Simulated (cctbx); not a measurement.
**Interatomic vectors of Gd2Ti5Zn3**

Space group Ibam (no. 72), a = 10.0660 Å, b = 11.6850 Å, c = 5.9410 Å, α = 90.00°, β = 90.00°, γ = 90.00°, content Gd8 Zn12 Ti20.

Simulated single-crystal data (cctbx): Mo Kα, λ = 0.71073 Å, to d = 0.65 Å, 50 % of the full sphere, strongest reflection 5000 counts, noise from counting, a 3 % proportional error and a noise floor of 4 counts (s.d.); no absorption.

Patterson synthesis from sharpened amplitudes, origin scaled to 1000:

```text
Patterson group I m m m
      u       v       w   height  length (A)
  0.000   0.000   0.000   1000.0     0.00
  0.000   0.257   0.500    560.3     4.23
  0.000   0.500   0.000    496.6     5.84
  0.251   0.127   0.249    306.7     3.28
  0.117   0.000   0.500    298.7     3.20
  0.147   0.500   0.500    270.1     6.72
  0.125   0.250   0.000    243.1     3.18
  0.000   0.000   0.500    129.5     2.97
  0.000   0.249   0.000    124.5     2.91
  0.000   0.500   0.500    123.0     6.55
  0.121   0.377   0.251     81.5     4.81
  0.119   0.126   0.246     71.7     2.40
  0.000   0.022   0.151     58.4     0.93
  0.216   0.000   0.500     57.5     3.68
```

Q: Assign the vectors.

A peak at u stands for all pairs with xi − xj = u, with weight Σ ZiZj against Σ Z² = 53248 at the origin. Peak heights follow these weights only roughly, since form factors, motion and series ripples differ, all vectors within 0.55 Å of a peak are counted as merged into it though the farther ones add only part of their weight, and F(000) is left out, which lowers the whole map:

| u | v | w | shortest length (Å) | height | 1000 ΣZiZj/ΣZ² | pairs in the cell |
| --- | --- | --- | --- | --- | --- | --- |
| 0.000 | 0.257 | 0.500 | 4.22 | 560 | 954 | 8 × Gd–Gd, 16 × Zn–Ti, 8 × Ti–Ti, 4 × Zn–Zn |
| 0.000 | 0.500 | 0.000 | 5.84 | 497 | 986 | 8 × Gd–Gd, 24 × Zn–Ti, 8 × Ti–Ti |
| 0.251 | 0.127 | 0.249 | 3.28 | 307 | 462 | 12 × Gd–Ti, 4 × Gd–Zn |
| 0.117 | 0.000 | 0.500 | 3.20 | 299 | 500 | 8 × Gd–Zn, 8 × Gd–Ti |
| 0.147 | 0.500 | 0.500 | 3.55 | 270 | 288 | 8 × Gd–Zn |
| 0.125 | 0.250 | 0.000 | 3.18 | 243 | 500 | 8 × Gd–Zn, 8 × Gd–Ti |
| 0.000 | 0.000 | 0.500 | 2.97 | 130 | 177 | 12 × Ti–Ti, 4 × Zn–Zn |
| 0.000 | 0.249 | 0.000 | 2.91 | 124 | 172 | 8 × Zn–Ti, 8 × Ti–Ti |
| 0.000 | 0.500 | 0.500 | 5.03 | 123 | 172 | 8 × Zn–Ti, 8 × Ti–Ti |
| 0.121 | 0.377 | 0.251 | 4.34 | 82 | 190 | 8 × Ti–Ti, 4 × Zn–Zn, 4 × Zn–Ti |

The table stops at ten peaks or at a height of 45, below which ripples compete. In the model behind the data Gd, the heaviest element, has 1 independent site: (0.7371, 0.6341, 0), up to an allowed shift of origin; the Gd–Gd vectors are differences of these positions and their symmetry mates. The whole model:

```
atom  mult.       x       y    z  Ueq (Å²)
 Gd1      8  0.7371  0.6341    0    0.0143
 Zn1      4       0     1/2  1/4    0.0203
 Zn2      8  0.1193  0.1280    0    0.0171
 Ti1      8  0.1491  0.6024    0    0.0328
 Ti2      8       0  0.7386  1/4    0.0203
 Ti3      4       0       0  1/4    0.0161
```

The model is made up (kin elements in a known structure type, no relaxation), so it says nothing on whether the phase exists.

[Logs are printed without paths, hosts, clocks, repeated set-up lines and the standing remarks that a program may print on its own settings, such as how far it seeks lower states.]
